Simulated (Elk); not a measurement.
# Fixed-spin-moment curve of Cobalt

How stiff is the moment of Cobalt, and are there other minima?

Main program and level: Elk 11.2.3 (patched build); LDA (Perdew-Wang); all-electron APW+lo, Dirac cores, scalar-relativistic bands.

Most raw output is cut from this account.

## (1) The structure

Symmetry: P6_3/mmc, No. 194, hexagonal system. The conventional cell has a = 2.507 Å, b = 2.507 Å, c = 4.070 Å, α = 90.00°, β = 90.00°, γ = 120.00°. Nearest to Co lie 12 Co at 2.50 to 2.51 Å.

## (2) The free run

The free run shows where the moment settles by itself and gives the state from which the held runs start.

The last three numbers of an atom's line are a seed field in its sphere. It points against the wanted moment and shrinks by the factor reducebf each loop.

File elk.in:

```
tasks
  0

xctype
  3

rgkmax
  7.0

nempty
  10

swidth
  0.003

reducebf
  0.5

epsengy
  1e-05

maxscl
  120

spinpol
  .true.

sppath
  './'

avec
  4.73829928489 0.00000000000 0.00000000000
  -2.36914964244 4.10348755135 0.00000000000
  0.00000000000 0.00000000000 7.69099635461

atoms
  1
  'Co.in'
  2
  0.3333333333 0.6666666667 0.2500000000   0.000000 0.000000 -0.100000
  0.6666666667 0.3333333333 0.7500000000   0.000000 0.000000 -0.100000

ngridk
  14 14 8
```

On the command line:

```
$ OMP_NUM_THREADS=4 elk
```

Elapsed: 40 s, on 4 threads of Arm Neoverse V1, shared host; peak memory 0.13 GiB; 2.6 min of CPU time.

Read from the output:

| Quantity | Value |
| --- | --- |
| density of states at the Fermi level | 1.981 states/eV/cell |
| moment between the spheres | -0.08117 μB |
| magnetization | 3.135 μB |
| final state | ferromagnetic |
| largest moment | 1.608 μB |

After 17 cycles the largest moment stands at 1.61 μB.

## (3) Moment fixed at 3.097 μB

Holding the total moment away from its free value maps the energy around and beyond the minimum.

A uniform field is adjusted until the total moment meets the target; the run goes on from the state before.

File elk.in:

```
tasks
  1

xctype
  3

rgkmax
  7.0

nempty
  10

swidth
  0.003

reducebf
  0.5

epsengy
  1e-05

maxscl
  120

spinpol
  .true.

fsmtype
  1

momfix
  0.000000 0.000000 3.097000

taufsm
  0.01

sppath
  './'

avec
  4.73829928489 0.00000000000 0.00000000000
  -2.36914964244 4.10348755135 0.00000000000
  0.00000000000 0.00000000000 7.69099635461

atoms
  1
  'Co.in'
  2
  0.3333333333 0.6666666667 0.2500000000   0.000000 0.000000 -0.000100
  0.6666666667 0.3333333333 0.7500000000   0.000000 0.000000 -0.000100

ngridk
  14 14 8
```

On the command line:

```
$ OMP_NUM_THREADS=4 elk
```

It took 48 s on 4 threads; peak memory 0.13 GiB.

Numbers from this step:

```
magnetization : 3.097 μB
```

It lies 0.399 meV a cell above the free run.

## (4) Moment fixed at 2.477 μB

Edit elk.in of step 3 so:

```diff
@@ -31,3 +31,3 @@
 momfix
-  0.000000 0.000000 3.097000
+  0.000000 0.000000 2.477000
```

On the command line:

```
$ OMP_NUM_THREADS=4 elk
```

The job ended after 61 s (4 threads; peak memory 0.13 GiB; 3.8 min of CPU time).

Numbers from this step:

* magnetization: 2.477 μB

It lies 79.2 meV a cell above the free run.

## (5) Moment fixed at 4.335 μB

Edit elk.in of step 4 so:

```diff
@@ -31,3 +31,3 @@
 momfix
-  0.000000 0.000000 2.477000
+  0.000000 0.000000 4.335000
```

On the command line:

```
$ OMP_NUM_THREADS=4 elk
```

It took 84 s on 4 threads; peak memory 0.13 GiB; 5.4 min of CPU time.

Read from the output:

| Quantity | Value |
| --- | --- |
| magnetization | 4.335 μB |

It lies 525 meV a cell above the free run.

## (6) E(M)

In all 8 moments were held (0, 0.619, 1.239, 1.858, 2.477, 3.097, 3.716, 4.335 μB), each run going on from a saved state. The curve holds those that converged and the free run; sizes are given without sign.

The energy over the lowest by total spin moment:

| total spin moment (μB a cell) | energy over the lowest (meV a cell) |
| --- | --- |
| 0.00 | 342 |
| 0.62 | 322 |
| 1.24 | 263 |
| 1.86 | 178 |
| 2.48 | 79.2 |
| 3.10 | 0.399 |
| 3.14 | 0 |
| 3.72 | 109 |
| 4.33 | 525 |

Table of slope dE/dM read from the holding field by total spin moment:

| total spin moment (μB a cell) | slope dE/dM read from the holding field (meV/μB) |
| --- | --- |
| 0.00 | -0.0123 |
| 0.62 | -65.7 |
| 1.24 | -120 |
| 1.86 | -152 |
| 2.48 | -162 |
| 3.10 | -21.1 |
| 3.72 | 471 |
| 4.33 | 1007 |

## (7) Summary of results

| Item | Value |
| --- | --- |
| moment of the free run | 3.14 μB a cell |
| moment of the lowest point | 3.14 μB a cell |
| energy at zero total moment | 342 meV a cell over the lowest |

What this shows: The curve is lowest at 3.14 μB a cell and has risen by 525 meV at 4.33 μB. No other minimum shows on the points computed. The parallel moment gains 342 meV a cell against zero total moment. Only the total moment is held, so opposed site moments can hide at small totals; the field's energy is not in the curve.

[Logs and program files are shortened in this print: banners, set-up blocks, solver, clock and traceback lines can be left out without a mark of their own.]

[Logs are printed without paths, hosts, clocks, repeated set-up lines and the standing remarks that a program may print on its own settings, such as how far it seeks lower states.]

[Hosts, paths, dates, database ids (printed as entryN), source tags and the programs' standing remarks are cut or masked in the printed files.]

[Where a cell is said to come from a database of computed structures, the database is the Materials Project.]
